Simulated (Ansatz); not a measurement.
**ZnS (F-43m):V_S, thermodynamic levels from a 54-atom cell**

Aim: at which Fermi levels does V_S in ZnS (F-43m) change its charge? The model is a cell of 54 host atoms with 1 S taken out.

Main program and level: Ansatz 0.2.0; place-levels on r2SCAN runs: charge-transition levels and formation energies with image-charge correction and potential alignment at the atomic sites; PAW set soft_1.

## Step 1: The structure

The cell holds 53 atoms: 27 Zn and 26 S. Its edges and angles: a = 11.092 Å, b = 11.092 Å, c = 11.092 Å, α = 60.0°, β = 60.0°, γ = 60.0°. It derives from ZnS (space group F-43m). Nearest the centre at fractional (0.250, 0.583, 0.583): Zn34 at 2.26 Å, Zn16 at 2.26 Å, Zn28 at 2.26 Å, Zn32 at 2.26 Å, S15 at 3.70 Å, S11 at 3.70 Å, S47 at 3.70 Å, S6 at 3.70 Å.

The host's dielectric constants go in as inputs: 6.09 for the electrons alone, 9.21 with the ions, computed on the host (DFPT, PBEsol, on the r2SCAN cell), and a cell off the functional's own equilibrium shifts the ionic part.

The relaxed host is scaled by −3.0 % along all axes; the dielectric constants are those of the unstrained host.

The cell's shortest repeat is 11.1 Å.

## Step 2: Charge states

A transition level is the Fermi level at which two charge states cost the same, so each charge needs its own total energy, at its own relaxed structure.

Each atom starts 0.05 Å or so off its site in a random direction: a symmetric start keeps its symmetry, and would miss off-centre moves and Jahn–Teller distortions. Forces are taken at one point at (¼, ¼, ¼). The cell holds 1 electron more than the neutral one, with a uniform background that keeps it neutral on the whole. The electron count is odd, so at least one spin is unpaired; this run locks the moment at 1 μB.

The sampling was tested on the host first: at the k-points planned (1x1x1 shifted 0.25 0.25 0.25) its energy lies 0.057 eV an atom from the dense-mesh value, so the final energies take a denser sampling.

One state's input; the others differ in charge, spin, start and seed, and in occupations where the table says so.

qm1_M1.relax/input.yaml

```yaml
crystal:
  lattice:
    - [0.0, 7.84291917, 7.84291917]
    - [7.84291917, 0.0, 7.84291917]
    - [7.84291917, 7.84291917, 0.0]
  atoms:
    - { symbol: Zn, position: [0.0, 0.0, 0.0] }
    - { symbol: S, position: [0.25, 0.25, 0.25] }
    - { symbol: Zn, position: [0.0, 0.0, 0.33333333] }
    - { symbol: S, position: [0.25, 0.25, 0.58333333] }
[... 1 atom line left out ...]
    - { symbol: S, position: [0.25, 0.25, 0.91666667] }
    - { symbol: Zn, position: [0.0, 0.33333333, 0.0] }
    - { symbol: S, position: [0.25, 0.58333333, 0.25] }
[... 2 atom lines left out ...]
    - { symbol: S, position: [0.25, 0.58333333, 0.91666667] }
[... 1 atom line left out ...]
    - { symbol: S, position: [0.25, 0.91666667, 0.25] }
[... 1 atom line left out ...]
    - { symbol: S, position: [0.25, 0.91666667, 0.58333333] }
    - { symbol: Zn, position: [0.0, 0.66666667, 0.66666667] }
[... 3 atom lines left out ...]
    - { symbol: Zn, position: [0.33333333, 0.0, 0.33333333] }
    - { symbol: S, position: [0.58333333, 0.25, 0.58333333] }
[... 3 atom lines left out ...]
    - { symbol: S, position: [0.58333333, 0.58333333, 0.25] }
[... 1 atom line left out ...]
    - { symbol: S, position: [0.58333333, 0.58333333, 0.58333333] }
    - { symbol: Zn, position: [0.33333333, 0.33333333, 0.66666667] }
[... 3 atom lines left out ...]
    - { symbol: Zn, position: [0.33333333, 0.66666667, 0.33333333] }
[... 1 atom line left out ...]
    - { symbol: Zn, position: [0.33333333, 0.66666667, 0.66666667] }
[... 10 atom lines left out ...]
    - { symbol: S, position: [0.91666667, 0.58333333, 0.58333333] }
[... 1 atom line left out ...]
    - { symbol: S, position: [0.91666667, 0.58333333, 0.91666667] }
[... 2 atom lines left out ...]
    - { symbol: Zn, position: [0.66666667, 0.66666667, 0.33333333] }
    - { symbol: S, position: [0.91666667, 0.91666667, 0.58333333] }
[... 1 atom line left out ...]
    - { symbol: S, position: [0.91666667, 0.91666667, 0.91666667] }
  host:
    repeats: [3, 3, 3]
    atoms:
      - { symbol: Zn, position: [0.0, 0.0, 0.0] }
      - { symbol: S, position: [0.75, 0.75, 0.75] }
total_charge: -1
basis:
  ecutwfc: 500
  xc_grid: 2
hamiltonian:
  xc: r2scan
  pseudopotentials: { kind: paw, azcp: { folder: soft_1 } }
kpoints:
  mp_grid: { grid: [1, 1, 1], shift: [0.25, 0.25, 0.25] }
magnetization:
  spin_polarized: true
  initial_magnetization: 1
  spin_locking: { lock_magnetization: hard }
scf:
  occupations: { method: fixed }
  max_iter: 80
output:
  forces: true
  charged_corrections:
    epsilon: 6.09
    static_epsilon: 9.21
    defect_position: [0.25, 0.583333, 0.583333]
relax:
  f_tol: 0.02
  max_steps: 80
  random_displacement: { amplitude: 0.05, seed: 5640 }
checkpoint:
  write: "../qm1_M1.relax.run"
  compress: false
  write_wavefunctions: true
  write_every: 100000
```

Started as:

```
$ ansatz run input.yaml --threads 4 --pin off --max-ram 15073MiB --backend cpu --events-out ev --progress --plain --runs-dir out
```

Defect states can disperse in a cell of this size, so the energy is taken again at a 2×2×2 shifted mesh, on the relaxed structure.

The run of this state that the levels use, under r2SCAN:

qm1_M1.point/input.yaml

```yaml
crystal:
  checkpoint: "../qm1_M1.relax.run"
  host: checkpoint
total_charge: -1
basis:
  ecutwfc: 500
  xc_grid: 2
hamiltonian:
  xc: r2scan
  pseudopotentials: { kind: paw, azcp: { folder: soft_1 } }
kpoints:
  mp_grid: { grid: [2, 2, 2], shift: [0.5, 0.5, 0.5] }
magnetization:
  spin_polarized: true
  initial_magnetization: 1
  spin_locking: { lock_magnetization: hard }
scf:
  occupations: { method: fermi_dirac, width: 0.01 }
  max_iter: 80
output:
  forces: true
  eigenvalues: true
  charged_corrections:
    epsilon: 6.09
    static_epsilon: 9.21
    defect_position: [0.25, 0.583333, 0.583333]
  eigenstates: { localisation: true }
  populations: true
  efg: {}
  band_densities: [{ bands: [v1, v1] }, { bands: [c1, c1] }]
  write_density: true
  write_potential: true
  volumetric_format: npy
  elf: true
checkpoint:
  read: "../qm1_M1.relax.run"
  write: "../qm1_M1.point.run"
  compress: false
  write_wavefunctions: false
  write_every: 100000
```

Relaxations under r2SCAN at one point at (¼, ¼, ¼); times on 4 threads of Arm Neoverse V2, shared host:

| charge | moment (μB) | occupations | outcome | steps | largest displacement against the far atoms (Å) | time |
| --- | --- | --- | --- | --- | --- | --- |
| −1 | 1 | fixed | converged | 15 | 0.69 | 14 min |
| 0 | 0 | fixed | converged | 8 | 0.44 | 3.2 min |
| +1 | 1 | fixed | converged | 5 | 0.07 | 5.1 min |
| +2 | 0 | fixed | converged | 8 | 0.45 | 3.5 min |

Single points under r2SCAN at a 2×2×2 shifted mesh; times on 4 threads of Arm Neoverse V2, shared host:

| charge | moment (μB) | occupations | outcome | time |
| --- | --- | --- | --- | --- |
| −1 | 1 | fermi-dirac | converged | 6.8 min |
| 0 | 0 | fermi-dirac | converged | 2.5 min |
| +1 | 1 | fermi-dirac | converged | 6 min |
| +2 | 0 | fermi-dirac | converged | 2.5 min |

Distances (Å) from the ideal centre to the nearest atoms after relaxation with r2SCAN:

| charge | moment (μB) | 1. | 2. | 3. | 4. | 5. | 6. |
| --- | --- | --- | --- | --- | --- | --- | --- |
| −1 | 1 | Zn 1.63 | Zn 1.77 | Zn 1.77 | Zn 1.89 | S 3.49 | S 3.51 |
| 0 | 0 | Zn 1.83 | Zn 1.86 | Zn 1.86 | Zn 1.86 | S 3.60 | S 3.60 |
| +1 | 1 | Zn 2.25 | Zn 2.25 | Zn 2.25 | Zn 2.34 | S 3.66 | S 3.66 |
| +2 | 0 | Zn 2.70 | Zn 2.71 | Zn 2.71 | Zn 2.72 | S 3.69 | S 3.69 |

## Step 3: Levels against the band edges, r2SCAN

A charged cell interacts with its images and the background, and its potential has another zero than the host's. place-levels removes the first by a point-charge model, screened by the static dielectric constant since the ions have relaxed around the charge, and the second by comparing potentials at atoms far from the defect.

The host is a run of the defect-free crystal in the same cutoffs, grids and k-points, so that basis and sampling errors cancel in part in the differences. The host is run in a cell of 2 atoms on a matching mesh. Its band edges are searched through the zone by a band path, so the gap is smaller than, or equal to, that on the mesh. Chemical potentials are energies per atom of S (S12 rings, Pnnm, not the stable S8 form), run with the same functional and cutoff.

levels.point.yaml

```yaml
host:
  run: host.point.run
states: [qm1_M1.point.run, q0.point.run, qp1_M1.point.run, qp2.point.run]
geometry_from:
  qm1_M1.point.run: qm1_M1.relax.run
  q0.point.run: q0.relax.run
  qp1_M1.point.run: qp1_M1.relax.run
  qp2.point.run: qp2.relax.run
  host.point.run: host.relax.run
chemical_potentials:
  S:
    energy: -905.804739
    dataset: "<sha256 of the dataset>"
epsilon: 6.09
static_epsilon: 9.21
vertical:
  - { from: qm1_M1.point.run, to: qm1_M1.point_neutral.run }
  - { from: qp1_M1.point.run, to: qp1_M1.point_neutral.run }
  - { from: qp2.point.run, to: qp2.point_neutral.run }
```

Started as:

```
$ ansatz place-levels levels.point.yaml -- --threads 4 --pin off --max-ram 15073MiB
```

Numbers of over 12 decimals in the logs are rounded to 6 here.

Output:

```text
[... repeated set-up lines and file paths are left out, and long positions are rounded to six places ...]
(+2/+1) 0.771 eV above the valence edge, 2.354 eV under the conduction edge; not on the lower envelope
(+1/0) 0.192 eV beneath the valence edge, in the valence band; not on the lower envelope
(0/-1) 2.296 eV above the valence edge, 0.830 eV under the conduction edge
(+2/0) 0.290 eV above the valence edge, 2.836 eV under the conduction edge: charges between them are lowest nowhere
formation energy of charge +2: +2.495 eV with the Fermi level at the valence edge
formation energy of charge +1: +3.266 eV with the Fermi level at the valence edge
formation energy of charge 0: +3.074 eV with the Fermi level at the valence edge
formation energy of charge -1: +5.370 eV with the Fermi level at the valence edge
vertical -1 to 0: no energy, since no alignment is typed
  the change from vertical[0].from (qm1_M1.point.run) to vertical[0].to (qm1_M1.point_neutral.run): by its potential at epsilon 6.09 it stands at 0.253 0.594 0.593, with an rms radius of about 1.9 Å (1.0 1.2 1.2 Å across the planes of the cell's vectors); [...]
vertical +1 to 0: no energy, since no alignment is typed
  the change from vertical[1].from (qp1_M1.point.run) to vertical[1].to (qp1_M1.point_neutral.run): by its potential at epsilon 6.09 it stands at 0.258 0.591 0.591, with an rms radius of about 1.0 Å (0.6 0.6 0.6 Å across the planes of the cell's vectors); [...]
vertical +2 to 0: no energy, since no alignment is typed
  the change from vertical[2].from (qp2.point.run) to vertical[2].to (qp2.point_neutral.run): by its potential at epsilon 6.09 it stands at 0.264 0.597 0.597, with an rms radius of about 1.3 Å (0.7 0.7 0.7 Å across the planes of the cell's vectors); [...]
  edges by r2scan, gap 3.125 eV; the host is sampled to repeats of 22.18 Å
  the defect's cells are sampled to repeats of 22.18 Å, like sampling
  charge +2: -113406.3161 eV with its correction of +0.344 eV, at epsilon 9.21, aligned at sites: -0.2848 eV, mean over 19 atomic sites at or beyond 5.55 Å from the defect at [0.2500, 0.5833, 0.5833], with +0.000000 for the charge's moments and without [...]
  charge +1: -113398.6854 eV with its correction of -0.011 eV, at epsilon 9.21, aligned at sites: -0.2396 eV, mean over 19 atomic sites at or beyond 5.55 Å from the defect at [0.2500, 0.5833, 0.5833], with +0.000000 for the charge's moments and without [...]
  charge 0: +0.000 eV for its dipole among its images, +0.000 omitted
  charge -1: -113382.8637 eV with its correction of +0.386 eV, at epsilon 9.21, aligned at sites: -0.1577 eV, mean over 19 atomic sites at or beyond 5.55 Å from the defect at [0.2500, 0.5833, 0.5833], with +0.000000 for the charge's moments and without [...]
  of states[3] (qp2.point.run): its alignment with the host at atomic sites is doubtful: the mean over the far sites moves by -0.1392 eV from their farther parts to their nearer, more than 0.05 eV. [...]
  of states[2] (qp1_M1.point.run): its alignment with the host at atomic sites is doubtful: the mean over the far sites moves by -0.0984 eV from their farther parts to their nearer, more than 0.05 eV. [...]
  of states[1] (q0.point.run): its alignment with the host at atomic sites is doubtful: the mean over the far sites moves by -0.0904 eV from their farther parts to their nearer, more than 0.05 eV. [...]
  of states[0] (qm1_M1.point.run): stability_check_not_made
  of vertical[0].from (qm1_M1.point.run): stability_check_not_made
  of vertical[1].from (qp1_M1.point.run): stability_check_not_made
```

Run time: 0.35 s. Hardware: 4 threads of Arm Neoverse V2, shared host.

Levels between the charges placed, in eV above the valence top:

|  | gap (eV) | (+2/+1) | (+1/0) | (0/−1) |
| --- | --- | --- | --- | --- |
| r2SCAN | 3.13 | 0.77 | -0.19 | 2.30 |

Corrections by state:

| charge | moment (μB) | image terms and alignment (eV) | band filling (eV) | ε used | over the lowest of its charge, as the program ranks them, band filling apart (eV) |
| --- | --- | --- | --- | --- | --- |
| +2 | 0.0 | 0.344 | - | 9.21 | 0.000 |
| +1 | 1.0 | -0.011 | - | 9.21 | 0.000 |
| 0 | 0.0 | 0.000 | - | - | 0.000 |
| −1 | 1.0 | 0.386 | - | 9.21 | 0.000 |

The charged structures listed were also run neutral, and place-levels reads from each pair, by the potential or the spins, how wide the charge is by which they differ; that can be the carrier of either run.

| charge | rms radius (Å) | spread where it is widest against the cell (Å) | wide from (Å) | reading |
| --- | --- | --- | --- | --- |
| +2 | 1.3 | 0.72 | 1.57 | narrow |
| +1 | 1.0 | 0.58 | 1.57 | narrow |
| −1 | 1.9 | 1.17 | 1.57 | narrow |

The neutral runs of these pairs need not share the spin of the lowest neutral state, and very wide values only mean spread over the cell.

From the program's caveats on the states, each cut to its opening words:

- charge +2: its alignment with the host at atomic sites is doubtful: the mean over the far sites moves by -0.1392 eV from their farther parts to their nearer, more than [...]
- charge +1 (1 μB): its alignment with the host at atomic sites is doubtful: the mean over the far sites moves by -0.0984 eV from their farther parts to their nearer, more than [...]
- charge +1 (1 μB), −1 (1 μB): flagged: stability check not made
- charge 0: its alignment with the host at atomic sites is doubtful: the mean over the far sites moves by -0.0904 eV from their farther parts to their nearer, more than [...]

The host's formation energy from the elements is -0.943 eV per atom at this strain; it sets how far the chemical potentials can move.

Limit set by the element alone; other compounds of these elements are not counted. Chemical potentials from the elements' reference states: S 0.00 eV, Zn -1.89 eV. Formation energies (S-rich), with the Fermi level at the valence top and at the conduction bottom (gap 3.13 eV):

| charge | at valence top (eV) | at conduction bottom (eV) | correction included (eV) |
| --- | --- | --- | --- |
| +2 | 2.49 | 8.75 | 0.34 |
| +1 | 3.27 | 6.39 | -0.01 |
| 0 | 3.07 | 3.07 | 0.00 |
| −1 | 5.37 | 2.24 | 0.39 |

Fermi level (eV), lowest formation energy (eV) and a bar from the least value:
```
     0.00       2.49 #########
     0.28       3.06 ##############################
     0.57       3.07 ##############################
     0.85       3.07 ##############################
     1.14       3.07 ##############################
     1.42       3.07 ##############################
     1.71       3.07 ##############################
     1.99       3.07 ##############################
     2.27       3.07 ##############################
     2.56       2.81 #####################
     2.84       2.53 ##########
     3.13       2.24
```

Limit set by the element alone; other compounds of these elements are not counted. Chemical potentials from the elements' reference states: Zn 0.00 eV, S -1.89 eV. Formation energies (Zn-rich), with the Fermi level at the valence top and at the conduction bottom (gap 3.13 eV):

| charge | at valence top (eV) | at conduction bottom (eV) | correction included (eV) |
| --- | --- | --- | --- |
| +2 | 0.61 | 6.86 | 0.34 |
| +1 | 1.38 | 4.51 | -0.01 |
| 0 | 1.19 | 1.19 | 0.00 |
| −1 | 3.48 | 0.36 | 0.39 |

| Fermi level (eV) | lowest formation energy (eV) |
| --- | --- |
| 0.00 | 0.61 |
| 0.28 | 1.18 |
| 0.57 | 1.19 |
| 0.85 | 1.19 |
| 1.14 | 1.19 |
| 1.42 | 1.19 |
| 1.71 | 1.19 |
| 1.99 | 1.19 |
| 2.27 | 1.19 |
| 2.56 | 0.93 |
| 2.84 | 0.64 |
| 3.13 | 0.36 |

## Step 4: Effect of the sampling

The relaxations' own energies give the levels at their sampling, for comparison.

levels.relax_mesh.yaml

```yaml
host:
  run: host.relax.run
states: [qm1_M1.relax.run, q0.relax.run, qp1_M1.relax.run, qp2.relax.run]
chemical_potentials:
  S:
    energy: -905.804739
    dataset: "<sha256 of the dataset>"
```

Started as:

```
$ ansatz place-levels levels.relax_mesh.yaml -- --threads 4 --pin off --max-ram 15073MiB
```

Output:

```text
[...]
(+1/0) 0.417 eV beneath the valence edge, in the valence band; not on the lower envelope
(0/-1) 2.438 eV above the valence edge, 0.674 eV under the conduction edge
[...]
formation energy of charge +2: +2.316 eV with the Fermi level at the valence edge
formation energy of charge +1: +2.804 eV with the Fermi level at the valence edge
formation energy of charge 0: +2.387 eV with the Fermi level at the valence edge
formation energy of charge -1: +4.825 eV with the Fermi level at the valence edge
  edges by r2scan, gap 3.112 eV; the host is sampled to repeats of 11.09 Å
[... the lines on each state left out ...]
```

Wall time 0.1 s (4 threads).

Levels between neighbouring charges, in eV above the valence top:

|  | gap (eV) | (+2/+1) | (+1/0) | (0/−1) |
| --- | --- | --- | --- | --- |
| one point at (¼, ¼, ¼) | 3.11 | 0.49 | -0.42 | 2.44 |
| a 2×2×2 shifted mesh | 3.13 | 0.77 | -0.19 | 2.30 |

Going from one point at (¼, ¼, ¼) to a 2×2×2 shifted mesh moves the levels that carry no band-filling term by up to 0.28 eV and formation energies against the elements by up to 0.69 eV.

## Step 5: Outcome

```json
{
 "gap of the host": "3.13 eV (r2SCAN)",
 "level (plus 2/plus 1)": "0.77 eV above the valence top, not a change between lowest states",
 "level (plus 1/0)": "0.19 eV below the valence top, not a change between lowest states",
 "level (0/minus 1)": "2.30 eV above the valence top",
 "level (plus 2/0)": "0.29 eV above the valence top",
 "lowest of the charges placed, just above the valence top (0.02 eV)": "+2",
 "lowest of the charges placed, just below the conduction bottom (0.02 eV)": "−1",
 "lowest formation energy at mid-gap of the charges run, S-rich": "3.07 eV",
 "lowest formation energy at mid-gap of the charges run, Zn-rich": "1.19 eV"
}
```

In words: Of the charges placed (−1, 0, +1 and +2), the lowest changes at 0.29 eV (+2/0) and 2.30 eV (0/−1) above the valence top, in a gap of 3.13 eV. (+2/0) passes over charge +1, which lies 0.48 eV above the two there; a lower structure or spin state of it, if missed, would change that. Charges above +2 and below −1 were not placed, so these runs say nothing of levels that involve them. States placed: +2 at 0 μB; +1 at 1 μB; 0 at 0 μB; −1 at 1 μB. Other spin states or structures, where not listed, weren't placed. Going from one point at (¼, ¼, ¼) to a 2×2×2 shifted mesh moves the levels that carry no band-filling term by up to 0.28 eV and formation energies against the elements by up to 0.69 eV. The program doubts the alignment of potentials for at least one state, a sign that the cell is small. What this leaves open: r2SCAN makes the gap too small and tends to spread out bound carriers; force components of up to 0.12 eV/Å remain in a run at the final settings.

[Logs are printed without paths, hosts, clocks, repeated set-up lines and the standing remarks that a program may print on its own settings, such as how far it seeks lower states.]

[Hosts, paths, dates, database ids (printed as entryN), source tags and the programs' standing remarks are cut or masked in the printed files.]

[Where a table of states has a column of steps, it counts the stored structures, which are thinned; the runs took as many ionic steps or more.]

[A defect's name tells the site on which it was built; relaxed atoms can leave that site.]

[For some hosts the program warned that the k-mesh of the response run may be too coarse for force constants and the static dielectric constant; such warnings are not shown here.]
